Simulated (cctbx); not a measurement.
**What is wrong with this refinement?**

Cell a = 5.3130 Å, b = 5.3130 Å, c = 10.6520 Å, α = 90.00°, β = 90.00°, γ = 90.00°; space group I4/mcm (no. 140). The compound is VFe4CoN2.

Simulated single-crystal data (cctbx): Ag Kα, λ = 0.56087 Å, to d = 0.8 Å, 80 % of the full sphere, strongest reflection 5000 counts, noise from counting, a 1.5 % proportional error and a noise floor of 2 counts (s.d.); no absorption.

An anisotropic refinement with weights 1/σ² prints:

```text
Rint 0.031, 99 unique reflections to 0.80 A
cycle     R1     wR2    GooF  max shift (A)
   1  0.1502  0.3285  16.019   0.06976
   2  0.0953  0.2106  10.271   0.00029
final R1 0.0952 wR2 0.2106 GooF 10.271  parameters 14  data/parameter 7.1
atom        x        y        z      Ueq    occ   su(xyz)  su(Uiso or U11)
Co1    0.00000  0.00000  0.00000   0.0200  1.000  0.00000  0.0030
Fe1    0.33578  0.16422  0.13591   0.0161  1.000  0.00060  0.0017
P1     0.50000  0.50000  0.25000  -0.0036  1.000  0.00000  0.0030  NPD
N1     0.88725  0.61275  0.00000   0.0354  1.000  0.00518  0.0173
difference map: max 5.78 min -1.22 rms 0.79
Q1    0.0000  0.0000  0.2500    4    5.88  0.00 A from P1
Q2    0.0000  0.0000  0.0000    4    4.08  0.00 A from Co1
Q3    0.1641  0.3359  0.0000    8    1.79  0.39 A from N1
Q4    0.1899  0.3101  0.3462   16    1.62  0.27 A from Fe1
Q5    0.0000  0.5000  0.2500    4    1.20  1.73 A from Fe1
Q6    0.0095  0.2590  0.1893   32    0.77  1.16 A from Fe1
```

**Question.** Can this result stand? If not, what is the likely fault?

Mend it. The fault: wrong element: P1 is V. Against the right model at the same level, R1 goes from 0.0112 to 0.0952 and GooF from 1.06 to 10.27, U of P1 shrinks from 0.0194 to -0.0036 Å², the top difference peak, 5.9 e/Å³, lies on P1 and P1 goes non-positive-definite. P1 has 8 electrons too few and its U shrinks to make up, as expected.

The compound is VFe4CoN2. The right model at the same level gives:

```text
Rint 0.031, 99 unique reflections to 0.80 A
cycle     R1     wR2    GooF  max shift (A)
   1  0.0116  0.0226   1.101   0.00035
   2  0.0112  0.0217   1.058   0.00000
final R1 0.0112 wR2 0.0217 GooF 1.058  parameters 14  data/parameter 7.1
atom        x        y        z      Ueq    occ   su(xyz)  su(Uiso or U11)
Co1    0.00000  0.00000  0.00000   0.0170  1.000  0.00000  0.0003
Fe1    0.33500  0.16500  0.13620   0.0169  1.000  0.00007  0.0002
V1     0.50000  0.50000  0.25000   0.0194  1.000  0.00000  0.0004
N1     0.87801  0.62199  0.00000   0.0273  1.000  0.00062  0.0015
difference map: max 0.36 min -0.36 rms 0.10
Q1    0.1384  0.3616  0.0789   16    0.37  0.85 A from N1
Q2    0.0464  0.2839  0.4163   32    0.31  0.89 A from Fe1
Q3    0.1761  0.1754  0.1278   32    0.30  0.85 A from Fe1
Q4    0.0000  0.5000  0.2500    4    0.26  1.73 A from Fe1
Q5    0.0254  0.3889  0.1608   32    0.25  1.08 A from Fe1
Q6    0.0866  0.4134  0.5000    8    0.23  1.12 A from N1
```

The model is made up (kin elements in a known structure type, no relaxation), so it says nothing on whether the phase exists.

[Middle refinement cycles are left out of these outputs.]

[Logs are printed without paths, hosts, clocks, repeated set-up lines and the standing remarks that a program may print on its own settings, such as how far it seeks lower states.]
